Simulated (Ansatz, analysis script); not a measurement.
# Free-standing triangular W monolayer, spacing 3.288 Å: how near to magnetism, part 2 of 2

Wanted: E(M), the field that holds each moment, and the spin susceptibility of a free-standing triangular W monolayer, spacing 3.288 Å.

Ansatz 0.2.0; PBEsol, PAW set soft_1 (files made for PBE).

So far. Step 7 (Total moment fixed at 0.386 μB): The energy is -44.1 meV from the state without spin, and the largest site carries 0.314 μB.

### 8. Total moment fixed at 1.353 μB

Level of this step: Ansatz DFT, collinear, total moment fixed by two Fermi levels; PBEsol, PAW set soft_1; PAW set soft_1 (Ansatz).

input.yaml reads:

```yaml
crystal:
  lattice:
    - [3.288, 0.0, 0.0]
    - [-1.644, 2.847492, 0.0]
    - [0.0, 0.0, 14.0]
  atoms:
    - { symbol: W, position: [0.0, 0.0, 0.5], spin: 1.353 }
magnetization:
  spin_polarized: true
  initial_magnetization: 1.353
  spin_locking: { lock_magnetization: hard }
kpoints:
  mp_grid: { grid: [19, 19, 1] }
hamiltonian:
  xc: pbesol
  pseudopotentials: { kind: paw, azcp: { folder: soft_1 }, xc_functional: pbe }
scf:
  occupations: { method: fermi_dirac, width: 0.1 }
  max_iter: 120
  convergence: { dr2_threshold: 1.0e-08 }
  lower_state_search: "off"
basis:
  ecutwfc: 420.0
```

Launch:

```
$ ansatz run input.yaml --threads 1 --pin off --max-ram 2560MiB --backend cpu --events-out ev --progress --plain --runs-dir out
```

Numbers of over 12 decimals in the logs are rounded to 6 here.

The program printed:

```text
[...]
Crystal: 1 atoms, lattice volume = 131.076 Å³
Basis set: ecut = 420 eV, 2627 PW (Γ)
Bands: 12, of which v1, the nominal top of the filled ones, is band 7 counted from 1 (6 counted from 0)
Symmetry: 24 space group operations
[...]
k-points: 40 of 361
[...]
Starting moments: Σ|m| = 1.353 μB on 1 of 1 site
[...]
Magnetization: 1.3530 μB (7.6765 up, 6.3235 down)
Absolute magnetization: 1.3532 μB (∫|ρ↑−ρ↓|, with the PAW one-centre terms)
[...]
Per-site moments (μB) at R_I (Å): [(1.038525, 1.356300)]
Free energy (F): -10251.657440 eV
[...]
Internal energy: -10251.569008 eV  (E = F + TS)
E sigma→0 (E₀):  -10251.613224 eV
Entropy (-TS):   -0.088433 eV (-88.433 meV/atom)
Fermi energy:    -1.627620 (↑ -1.663787, ↓ -1.591453) eV
[...]
[key lines of the parts left out:]
SCF converged after 9 iterations
```

Run time: 5.3 s. Hardware: 1 thread of Arm Neoverse V1, shared host; peak memory 0.42 GiB.

The energy is -153 meV from the state without spin, and the largest site carries 1.04 μB.

### 9. Total moment fixed at 2.126 μB

input.yaml, the sections that differ from step 8:

```yaml
crystal:
  lattice:
    - [3.288, 0.0, 0.0]
    - [-1.644, 2.847492, 0.0]
    - [0.0, 0.0, 14.0]
  atoms:
    - { symbol: W, position: [0.0, 0.0, 0.5], spin: 2.126 }
magnetization:
  spin_polarized: true
  initial_magnetization: 2.126
  spin_locking: { lock_magnetization: hard }
# kpoints, hamiltonian, scf, basis: as in step 8
```

The program printed:

```text
[...]
Crystal: 1 atoms, lattice volume = 131.076 Å³
Basis set: ecut = 420 eV, 2627 PW (Γ)
Bands: 13, of which v1, the nominal top of the filled ones, is band 7 counted from 1 (6 counted from 0)
Symmetry: 24 space group operations
[...]
k-points: 40 of 361
[...]
Starting moments: Σ|m| = 2.126 μB on 1 of 1 site
[...]
Magnetization: 2.1260 μB (8.0630 up, 5.9370 down)
Absolute magnetization: 2.1262 μB (∫|ρ↑−ρ↓|, with the PAW one-centre terms)
[...]
Per-site moments (μB) at R_I (Å): [(1.613493, 1.356300)]
Free energy (F): -10251.651090 eV
[...]
Internal energy: -10251.547967 eV  (E = F + TS)
E sigma→0 (E₀):  -10251.599529 eV
Entropy (-TS):   -0.103123 eV (-103.123 meV/atom)
Fermi energy:    -1.483331 (↑ -1.442515, ↓ -1.524146) eV
[...]
[key lines of the parts left out:]
SCF converged after 9 iterations
```

Wall time 5.5 s (1 thread); peak memory 0.43 GiB.

The energy is -147 meV from the state without spin, and the largest site carries 1.61 μB.

The other 7 runs of this kind were made alike; their results stand in the table below.

### 10. No field, tight threshold

A field gives a second route to the same curve. A thousand tesla shift each spin by 58 meV, and the threshold is tightened so that small induced moments are resolved.

input.yaml, the sections that differ from step 9:

```yaml
crystal:
  lattice:
    - [3.288, 0.0, 0.0]
    - [-1.644, 2.847492, 0.0]
    - [0.0, 0.0, 14.0]
  atoms:
    - { symbol: W, position: [0.0, 0.0, 0.5], spin: 1.25 }
magnetization:
  spin_polarized: true
scf:
  occupations: { method: fermi_dirac, width: 0.1 }
  max_iter: 120
  convergence: { dr2_threshold: 1.0e-10 }
  lower_state_search: "off"
# kpoints, hamiltonian, basis: as in step 9
```

The program printed:

```text
[...]
Crystal: 1 atoms, lattice volume = 131.076 Å³
Basis set: ecut = 420 eV, 2627 PW (Γ)
Bands: 12, of which v1, the nominal top of the filled ones, is band 7 counted from 1 (6 counted from 0)
Symmetry: 24 space group operations
[...]
k-points: 40 of 361
[...]
Starting moments: Σ|m| = 1.25 μB on 1 of 1 site
[...]
SCF converged after 19 iterations
Magnetization: 1.6350 μB (7.8175 up, 6.1825 down)
Absolute magnetization: 1.6353 μB (∫|ρ↑−ρ↓|, with the PAW one-centre terms)
[...]
Per-site moments (μB) at R_I (Å): [(1.248001, 1.356300)]
Free energy (F): -10251.662335 eV
[...]
Internal energy: -10251.569485 eV  (E = F + TS)
E sigma→0 (E₀):  -10251.615910 eV
Entropy (-TS):   -0.092850 eV (-92.850 meV/atom)
Fermi energy:    -1.592945 eV
[...]
```

Elapsed: 9.3 s, on 1 thread; peak memory 0.43 GiB.

The net moment is 1.64 μB a cell.

### 11. Field of 1500 T

Edit input.yaml of step 10 so:

```diff
@@ -9,2 +9,3 @@
   spin_polarized: true
+  magnetic_field: 1500.0
 kpoints:
```

The program printed:

```text
[...]
Crystal: 1 atoms, lattice volume = 131.076 Å³
Basis set: ecut = 420 eV, 2627 PW (Γ)
Bands: 12, of which v1, the nominal top of the filled ones, is band 7 counted from 1 (6 counted from 0)
Symmetry: 24 space group operations
[...]
k-points: 40 of 361
[...]
Starting moments: Σ|m| = 1.25 μB on 1 of 1 site
[...]
SCF converged after 25 iterations
Magnetization: 3.4523 μB (8.7262 up, 5.2738 down)
Absolute magnetization: 3.4525 μB (∫|ρ↑−ρ↓|, with the PAW one-centre terms)
[...]
Per-site moments (μB) at R_I (Å): [(2.622486, 1.356300)]
Free energy (F): -10251.873032 eV
[...]
Internal energy: -10251.789433 eV  (E = F + TS)
E sigma→0 (E₀):  -10251.831233 eV
Entropy (-TS):   -0.083599 eV (-83.599 meV/atom)
Fermi energy:    -1.098605 eV
[...]
```

The job ended after 13 s (1 thread; peak memory 0.43 GiB).

The net moment is 3.45 μB a cell.

The other 2 runs of this kind were made alike; their results stand in the table below.

For the integrated |m|, step 10 gave 1.64 μB; this run, with field 1500 T, gives 3.45 μB (+111 %). That is +0.00121 μB per T of field between these two points.

### 12. Side runs that gave no result

| changed | outcome |
| --- | --- |
| scf.occupations | refused or stopped by the program |

### 13. The curves

Energy less the state without spin against total moment:

| total moment (μB/cell) | energy less the state without spin (meV/cell) |
| --- | --- |
| 0.000 | 0 |
| 0.193 | -14.9 |
| 0.386 | -44.1 |
| 0.580 | -75.8 |
| 0.773 | -104 |
| 0.966 | -127 |
| 1.159 | -143 |
| 1.353 | -153 |
| 1.546 | -158 |
| 1.739 | -157 |
| 1.932 | -154 |
| 2.126 | -147 |

The field that holds a moment is half the difference of the two Fermi levels over μB.

Field that holds the moment against total moment:

| total moment (μB/cell) | field that holds the moment (T) |
| --- | --- |
| 0.193 | -2251 |
| 0.386 | -2829 |
| 0.580 | -2750 |
| 0.773 | -2326 |
| 0.966 | -1740 |
| 1.159 | -1147 |
| 1.353 | -625 |
| 1.546 | -181 |
| 1.739 | 192 |
| 1.932 | 489 |
| 2.126 | 705 |

Total moment against field:

| field (T) | total moment (μB/cell) |
| --- | --- |
| 0 | 1.64 |
| 300 | 1.80 |
| 600 | 2.02 |
| 1500 | 3.45 |

Three Landau terms miss the curve as a whole or at its small-moment end, and no Stoner analysis is made here.

### 14. What came out

| Quantity | Value |
| --- | --- |
| state of the free run | ferromagnetic |
| net moment of the free run | 1.64 μB |
| energy of the free run from the state without spin | -158 meV a cell |
| lowest of the fixed moments tried | M = 1.546 μB, -158 meV |
| dM/dB between 0 and 300 T | 0.562 μB a cell per 1000 T |

What this shows: At this level the system is magnetic: the free run keeps 1.25 μB on the largest site. No other order was typed. Among the fixed moments, E(M) falls 158 meV below the state without spin and is lowest near 1.546 μB on this grid. The field acts on spins alone. The 15 fixed-moment and field runs took 1.8 min of wall time, added up. Energies are free energies at a smearing of 0.1 eV, and with partly filled levels differences shift, at times strongly, as the smearing goes to zero. The cell was taken as built, with atoms unrelaxed. In doubt: the program's search for lower states was switched off, so a lower magnetic state than those reached may exist.

[Logs and program files are shortened in this print: banners, set-up blocks, solver, clock and traceback lines can be left out without a mark of their own.]

[Logs are printed without paths, hosts, clocks, repeated set-up lines and the standing remarks that a program may print on its own settings, such as how far it seeks lower states.]

[Hosts, paths, dates, database ids (printed as entryN), source tags and the programs' standing remarks are cut or masked in the printed files.]
